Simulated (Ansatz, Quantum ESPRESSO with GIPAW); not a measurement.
## LiH: NMR parameters from first principles

Wanted: NMR shieldings for each site of LiH.

Main program and level: Quantum ESPRESSO with GIPAW 8.0dev (patched build); DFT, PBE, plane-wave PAW (pslibrary 1.0.0 recipes), scalar-relativistic, GIPAW; a patched development version of the program.

## 1. Starting point

The structure is cubic, space group Fm-3m (No. 225). The conventional cell has a = 4.074 Å, b = 4.074 Å, c = 4.074 Å, α = 90.00°, β = 90.00°, γ = 90.00°. Nearest to Li lie 6 H at 2.04 Å. Nearest to H lie 6 Li at 2.04 Å. Farther neighbours are not listed.

Structure file:

```cif
data_structure
_symmetry_space_group_name_H-M 'Fm-3m'
_symmetry_Int_Tables_number 225
_cell_length_a 4.0735
_cell_length_b 4.0735
_cell_length_c 4.0735
_cell_angle_alpha 90.000
_cell_angle_beta 90.000
_cell_angle_gamma 90.000
_cell_volume 67.59
loop_
_atom_site_label
_atom_site_type_symbol
_atom_site_symmetry_multiplicity
_atom_site_Wyckoff_symbol
_atom_site_fract_x
_atom_site_fract_y
_atom_site_fract_z
_atom_site_occupancy
Li1 Li 4 a 0.00000 0.00000 0.00000 1
H1 H 4 b 0.50000 0.00000 0.00000 1
```

The cell is an entry of the Crystallography Open Database; it need not be the form that is stable at ambient conditions.

A relaxation of the atoms beforehand (Quantum ESPRESSO with GIPAW) moved none by more than 0.003 Å.

## 2. Self-consistent run

The shielding is a linear response of the occupied states, which this run provides. It is converged far beyond what an energy needs, since the response uses the wavefunctions themselves. No empty states are asked for: the response is solved without them. The mesh has a spacing of 0.30 Å⁻¹ at most. The PAW files were made with ld1.x from the pslibrary 1.0.0 recipes, with GIPAW reconstruction switched on.

scf.in reads:

```
&control
  calculation = 'scf'
  prefix = 'x'
  outdir = './tmp/'
  pseudo_dir = './'
/
&system
  ibrav = 0
  nat = 2
  ntyp = 2
  ecutwfc = 55
  ecutrho = 330
  nbnd = 2
/
&electrons
  conv_thr = 1.0d-10
  mixing_beta = 0.7
  electron_maxstep = 100
/
ATOMIC_SPECIES
  Li 6.940 Li.pbe-sl-kjpaw_psl.1.0.0-gipaw.UPF
  H 1.008 H.pbe-kjpaw_psl.1.0.0-gipaw.UPF
CELL_PARAMETERS angstrom
  0.00000000 2.03675000 2.03675000
  2.03675000 0.00000000 2.03675000
  2.03675000 2.03675000 0.00000000
ATOMIC_POSITIONS crystal
  Li 0.00000000 0.00000000 0.00000000
  H 0.50000000 0.50000000 0.50000000
K_POINTS automatic
  9 9 9 0 0 0
```

Started as:

```sh
$ mpirun -np 4 pw.x -nk 4 -in scf.in > scf.out
```

Output:

```text
using ibrav=0 with symmetry is DISCOURAGED, use correct ibrav instead

     bravais-lattice index     =            0
     lattice parameter (alat)  =       5.4432  a.u.
     unit-cell volume          =     114.0354 (a.u.)^3
     number of atoms/cell      =            2
     number of atomic types    =            2
     number of electrons       =         4.00
     number of Kohn-Sham states=            2
     kinetic-energy cutoff     =      55.0000  Ry
     charge density cutoff     =     330.0000  Ry
     scf convergence threshold =      1.0E-10
     mixing beta               =       0.7000
     number of iterations used =            8  plain     mixing
     Exchange-correlation= SLA-PW-PBX-PBC
                           (   1   4   3   4   0   0   0)
[...]
Li                3.00     6.94000     Li( 1.00)
     H                 1.00     1.00800     H ( 1.00)

     48 Sym. Ops., with inversion, found
[...]
number of k points=    35
[...]
Dense  grid:    11575 G-vectors     FFT dimensions: (  32,  32,  32)

     Smooth grid:     6231 G-vectors     FFT dimensions: (  25,  25,  25)

     Initial potential from superposition of free atoms

     starting charge       3.9954, renormalised to       4.0000
     Starting wfcs are    6 randomized atomic wfcs

     Self-consistent Calculation

     iteration #  1     ecut=    55.00 Ry     beta= 0.70
     Davidson diagonalization with overlap
     ethr =  1.00E-02,  avg # of iterations =  1.7

     total energy              =     -16.25892372 Ry
     estimated scf accuracy    <       0.05952672 Ry

     iteration #  2     ecut=    55.00 Ry     beta= 0.70
     Davidson diagonalization with overlap
     ethr =  1.49E-03,  avg # of iterations =  2.3

     total energy              =     -16.26939716 Ry
     estimated scf accuracy    <       0.00013550 Ry

     iteration #  3     ecut=    55.00 Ry     beta= 0.70
     Davidson diagonalization with overlap
     ethr =  3.39E-06,  avg # of iterations =  8.3

     total energy              =     -16.27140508 Ry
     estimated scf accuracy    <       0.00019097 Ry

[...]
total energy              =     -16.27141795 Ry
[...]
iteration # 17     ecut=    55.00 Ry     beta= 0.70
     Davidson diagonalization with overlap
     ethr =  2.52E-12,  avg # of iterations =  2.5

     total energy              =     -16.27141795 Ry
     estimated scf accuracy    <          1.1E-10 Ry

     iteration # 18     ecut=    55.00 Ry     beta= 0.70
     Davidson diagonalization with overlap
     ethr =  2.52E-12,  avg # of iterations =  1.0

     End of self-consistent calculation
     [one-electron energies left out]

!    total energy              =     -16.27141795 Ry
     total all-electron energy =       -16.271421 Ry
     estimated scf accuracy    <          2.2E-11 Ry

     The total energy is the sum of the following terms:
     one-electron contribution =      -8.96935639 Ry
     hartree contribution      =       3.77518876 Ry
     xc contribution           =      -4.36064152 Ry
     ewald contribution        =      -6.80545381 Ry
     one-center paw contrib.   =       0.08884500 Ry

     convergence has been achieved in  18 iterations
[...]
JOB DONE.
```

The job ended after 1.9 s (4 MPI ranks of Arm Neoverse V2, shared host; peak memory 0.19 GiB; 7.1 s of CPU time).

It converged in 18 cycles to an estimated accuracy of 2e-11 Ry, on 35 irreducible k-points.

## 3. Magnetic response

The job finds the current that a weak uniform field induces (applied as a long wave, q_gipaw) and the field that this current makes at each nucleus. On atoms with p or d valence electrons much of the paramagnetic part arises close to the nucleus, where the PAW partial waves rebuild the true states. pawproj makes the reconstruction use the PAW data sets' own projectors.

nmr.in reads:

```
&inputgipaw
  job = 'nmr'
  prefix = 'x'
  tmp_dir = './tmp/'
  restart_mode = 'from_scratch'
  verbosity = 'low'
  q_gipaw = 0.01
  spline_ps = .true.
  conv_threshold = 1.0d-14
  use_nmr_macroscopic_shape = .false.
  pawproj(1) = .true.
  pawproj(2) = .true.
/
```

Started as:

```sh
$ mpirun -np 4 gipaw.x -in nmr.in > nmr.out
```

Output:

```text
[banner, memory and clock lines left out]
[a note of our patched build left out]

     Parallelizing q-star over 1 images

     IMPORTANT: XC functional enforced from input :
     Exchange-correlation= PBE
                           (   1   4   3   4   0   0   0)
     Any further DFT definition will be discarded
     Please, verify this is what you really want

[...]
projs nearly linearly dependent: l=0  n1,n2= 1, 2  s=  0.99968852
[...]
alpha_pv=     88.5194 eV

     spline_ps is .false., expect some extrapolation errors

     q-space interpolation up to    66.00 Rydberg

     GIPAW job: nmr
     NMR macroscopic correction: no
[...]
Computing the magnetic susceptibility     isolve=0    ethr=  0.1000E-13
     Starting from scratch
     k-point #    1 of    35      pool #  1    cpu time:       0.2
[...]
End of magnetic susceptibility calculation

     f-sum rule (1st term):
            -2.8561          0.0000          0.0000
             0.0000         -2.8561          0.0000
             0.0000          0.0000         -2.8561

     f-sum rule (2nd term):
             0.0225          0.0000         -0.0000
            -0.0000          0.0225         -0.0000
            -0.0000         -0.0000          0.0225

     f-sum rule (should be    -2.8326):
            -2.8336          0.0000          0.0000
             0.0000         -2.8336          0.0000
             0.0000          0.0000         -2.8336

[... susceptibilities left out ...]
     Contributions to the NMR chemical shifts: -------------------------------

     Macroscopic shape contribution in ppm:                    0.00
             0.0000          0.0000          0.0000
             0.0000          0.0000          0.0000
             0.0000          0.0000          0.0000

     Core contribution in ppm:

     Atom  1  Li  pos: (  0.000000  0.000000  0.000000)  core sigma:           0.00
     Atom  2  H   pos: (  0.707107  0.707107  0.707107)  core sigma:           0.00

     Bare contribution in ppm:

     Atom  1  Li  pos: (  0.000000  0.000000  0.000000)  bare sigma:          16.55
[...]
Atom  2  H   pos: (  0.707107  0.707107  0.707107)  bare sigma:          21.88
[...]
Diamagnetic contribution in ppm:

     Atom  1  Li  pos: (  0.000000  0.000000  0.000000)  dia sigma:          70.45
[...]
Atom  2  H   pos: (  0.707107  0.707107  0.707107)  dia sigma:           0.98
[...]
Paramagnetic contribution in ppm:

     Atom  1  Li  pos: (  0.000000  0.000000  0.000000)  para sigma:          -1.82
[...]
Atom  2  H   pos: (  0.707107  0.707107  0.707107)  para sigma:           0.00
[...]
Paramagnetic US occ-occ contribution in ppm:

     Atom  1  Li  pos: (  0.000000  0.000000  0.000000)  para_oo sigma:          -0.00
[...]
Atom  2  H   pos: (  0.707107  0.707107  0.707107)  para_oo sigma:           0.00
[...]
Paramagnetic US L_R Q_R contribution in ppm:

     Atom  1  Li  pos: (  0.000000  0.000000  0.000000)  para_lq sigma:          -0.16
[...]
Atom  2  H   pos: (  0.707107  0.707107  0.707107)  para_lq sigma:           0.00
[...]
Total NMR chemical shifts in ppm: ---------------------------------------
     (adopting the Simpson convention for anisotropy and asymmetry)-----------

     Atom  1  Li  pos: (  0.000000  0.000000  0.000000)  Total sigma:          85.02
            85.0220          0.0000          0.0000
             0.0000         85.0220         -0.0000
             0.0000          0.0000         85.0220

     Li      1    anisotropy:      0.00    eta:    0.0000
[...]
Atom  2  H   pos: (  0.707107  0.707107  0.707107)  Total sigma:          22.85
            22.8543         -0.0000          0.0000
             0.0000         22.8543          0.0000
             0.0000          0.0000         22.8543

     H       2    anisotropy:      0.00    eta:    0.0000
[...]
```

Elapsed: 7.9 s, on 4 MPI ranks; peak memory 0.19 GiB; 31 s of CPU time.

The f-sum rule is met to 0.0010 of 2.8 (0.04 %). Converged shieldings require that this miss be small, but a small miss does not prove them.

From the symmetric part of each tensor, with principal values σ11 ≤ σ22 ≤ σ33: σ_iso is their mean, the span is σ33 − σ11 and the skew 3(σ_iso − σ22)/span. (gipaw.x prints an anisotropy in another convention.)

```csv
site,atom no.,atoms in cell,σ_iso (ppm),span (ppm),skew
Li,1,1,85.02,0.00,-
H,2,1,22.85,0.00,-
```

The macroscopic shape term is switched off. For a spherical sample the valence susceptibility of this run would add about 4 ppm to every site, a rough estimate, since the susceptibility converges slowly and lacks part of the PAW terms. Differences within the crystal don't depend on it, but shieldings of different compounds can't be compared to better than a few ppm without it.

Li and H sit on cubic site symmetry, where the tensor must be isotropic.

How the isotropic values are made up (ppm). The core part is that of the free atom's core; bare is the current of the smooth valence states; the last two are what the PAW spheres add to the diamagnetic and the paramagnetic current:

| site | core | bare | reconstruction, dia | reconstruction, para |
| --- | --- | --- | --- | --- |
| Li | 0.0 | 16.6 | 70.5 | -2.0 |
| H | 0.0 | 21.9 | 1.0 | 0.0 |

The quadrupolar nuclei (7Li and 2H) sit on sites where the field gradient vanishes by symmetry, so they have no quadrupolar coupling.

## 4. Sites, surroundings and shifts

A shielding is counted from the bare nucleus and a shift from a reference compound, with the opposite sign. Here the reference is a mean over several measured solids, with the slope held at one.

Shifts follow from reference lines fitted to measured solids with this functional and these files. 7Li: δ = (88.06 − σ), zero at aqueous Li+, fitted to 5 measured values, from Li2O, Li2S, LiBr, LiCl and LiF, with a scatter of 1.1 ppm r.m.s., with σ taken with the shape term of a sphere (3.8 ppm here). Kinds of site that fitted badly were split off after the misses were seen, so the scatter is that of the points kept.

Covalently bonded atoms count as neighbours within 1.18 times the sum of their radii. Otherwise a cation's neighbours lie within 1.2 times its shortest bond (1.3 for large cations, each anion's radius taken off where they differ), and an anion's are the cations that count it.

```csv
site,atom no.,atoms in cell,surroundings,bonds (Å),δ_iso (ppm)
Li,1,1,LiH6,2.037,-0.78
H,2,1,bound to Li6,2.037,-
```

Simulated spectrum, 7Li fast MAS, 9.4 T (155.6 MHz), lines broadened by 0.5 ppm; rigid lattice, with dipolar and J couplings and satellite transitions left out: a single narrow line at -0.77 ppm.

## 5. What the settings change

Each row names what was changed: another mesh tests the sampling of the zone; another cutoff tests the basis; another functional shows how far the paramagnetic term hangs on the exchange-correlation form.

Changes of σ_iso (ppm) against the run above (PBE, cutoffs 55 and 330 Ry, mesh 9×9×9, 38 s). Times are CPU times of pw.x and gipaw.x together, on 4 MPI ranks of Arm Neoverse V2, shared host; on a shared host they are rough. A run is marked as doubtful where the f-sum miss passes 0.015 electrons, or that much for each three atoms in larger cells (with Tl, Pb, Hg, Bi or Sn a third of that, or a mesh spacing over 0.26 Å⁻¹), or where the susceptibility is unphysically large.

| run | CPU time | f-sum miss | Li | H |
| --- | --- | --- | --- | --- |
| mesh 12×12×12 | 69 s | 1.0e-4 | +0.00 | -0.01 |
| cutoffs 40 and 330 Ry (coarse on purpose) | 33 s | 0.0016 | +0.05 | -0.09 |
| mesh 6×6×6 (marked) | 20 s | 0.018 | -0.19 | +0.15 |
| Wu-Cohen | 35 s | 0.0014 | -0.18 | -0.44 |
| cutoffs 70 and 420 Ry | 51 s | 0.0011 | -0.02 | +0.02 |

The largest move is -0.44 ppm, on H, from Wu-Cohen.

## 6. What goes wrong with a poor setting

For contrast, the same job on a spoilt input.

scf.in: that of step 2 with these lines changed.

```diff
@@ -10,4 +10,4 @@
   ntyp = 2
-  ecutwfc = 55
-  ecutrho = 330
+  ecutwfc = 25
+  ecutrho = 300
   nbnd = 2
```

Started as:

```sh
$ mpirun -np 4 pw.x -nk 4 -in scf.in > scf.out
```

This SCF reached its threshold; then the response:

nmr.in is that of step 3.

Started as:

```sh
$ mpirun -np 4 gipaw.x -in nmr.in > nmr.out
```

Output:

```text
[banner, memory and clock lines left out]
[a note of our patched build left out]

     Parallelizing q-star over 1 images

     IMPORTANT: XC functional enforced from input :
     Exchange-correlation= PBE
                           (   1   4   3   4   0   0   0)
     Any further DFT definition will be discarded
     Please, verify this is what you really want

[...]
projs nearly linearly dependent: l=0  n1,n2= 1, 2  s=  0.99968852
[...]
alpha_pv=     89.3005 eV

     spline_ps is .false., expect some extrapolation errors

     q-space interpolation up to    30.00 Rydberg

     GIPAW job: nmr
     NMR macroscopic correction: no
[...]
Computing the magnetic susceptibility     isolve=0    ethr=  0.1000E-13
     Starting from scratch
     k-point #    1 of    35      pool #  1    cpu time:       0.2
[...]
End of magnetic susceptibility calculation

     f-sum rule (1st term):
            -2.8132         -0.0000          0.0000
             0.0000         -2.8132          0.0000
[...]
Paramagnetic contribution in ppm:

     Atom  1  Li  pos: (  0.000000  0.000000  0.000000)  para sigma:          -1.66
[...]
Atom  2  H   pos: (  0.707107  0.707107  0.707107)  para sigma:           0.00
[...]
Paramagnetic US occ-occ contribution in ppm:

     Atom  1  Li  pos: (  0.000000  0.000000  0.000000)  para_oo sigma:          -0.00
[...]
Atom  2  H   pos: (  0.707107  0.707107  0.707107)  para_oo sigma:           0.00
[...]
Paramagnetic US L_R Q_R contribution in ppm:

     Atom  1  Li  pos: (  0.000000  0.000000  0.000000)  para_lq sigma:          -0.15
[...]
Atom  2  H   pos: (  0.707107  0.707107  0.707107)  para_lq sigma:           0.00
[...]
Total NMR chemical shifts in ppm: ---------------------------------------
     (adopting the Simpson convention for anisotropy and asymmetry)-----------

     Atom  1  Li  pos: (  0.000000  0.000000  0.000000)  Total sigma:          83.84
[...]
Li      1    anisotropy:      0.00    eta:    0.0000
[...]
Atom  2  H   pos: (  0.707107  0.707107  0.707107)  Total sigma:          22.98
[...]
H       2    anisotropy:     -0.00    eta:    0.0000
[...]
```

Wall time 4.7 s (4 MPI ranks); peak memory 0.19 GiB.

The run ends without an error, but the fault (a cutoff far too low) moves σ_iso of Li by -1.2 ppm (both without the shape term); the f-sum rule is missed by 0.0043 electrons. Its numbers are not to be used. The PAW projectors and the first-order states are not held by so few waves.

## 7. What came out

```yaml
7li_shift: -0.78 ppm
1h_shielding_without_shape_term: 22.85 ppm
```

7Li has one site (LiH6), with isotropic shift -0.78 ppm. Going to mesh 12×12×12 changes no isotropic shielding by more than 0.008 ppm, so the main run is converged in that respect. Going to cutoffs 70 and 420 Ry changes no isotropic shielding by more than 0.02 ppm, so the main run is converged in that respect. The largest change with the functional is 0.4 ppm in absolute shielding; part of that drops out once each functional has its own reference line. Hydrogen's values are less sure: the bulk susceptibility matters on its narrow scale, and it is treated as a fixed classical nucleus at 0 K. This build of gipaw.x prints that it is not audited and that its numbers are no references by themselves. It also reports spline_ps as false although the input sets it; why was not traced. pw.x warned of eigenvalues not converged in some cycles of 2 ground-state runs, which then met the threshold. 1 further run of this session failed or came with warnings and is not shown (1 ended with a warning from the program).

[Banner, clock, file and message-heading lines were taken out of the pw.x and gipaw.x logs.]

[Logs are printed without paths, hosts, clocks, repeated set-up lines and the standing remarks that a program may print on its own settings, such as how far it seeks lower states.]

[Hosts, paths, dates, database ids (printed as entryN), source tags and the programs' standing remarks are cut or masked in the printed files.]

[Where no reference line passes its bar on scatter, no shift is given, so a measured shift of this compound may stand uncompared.]
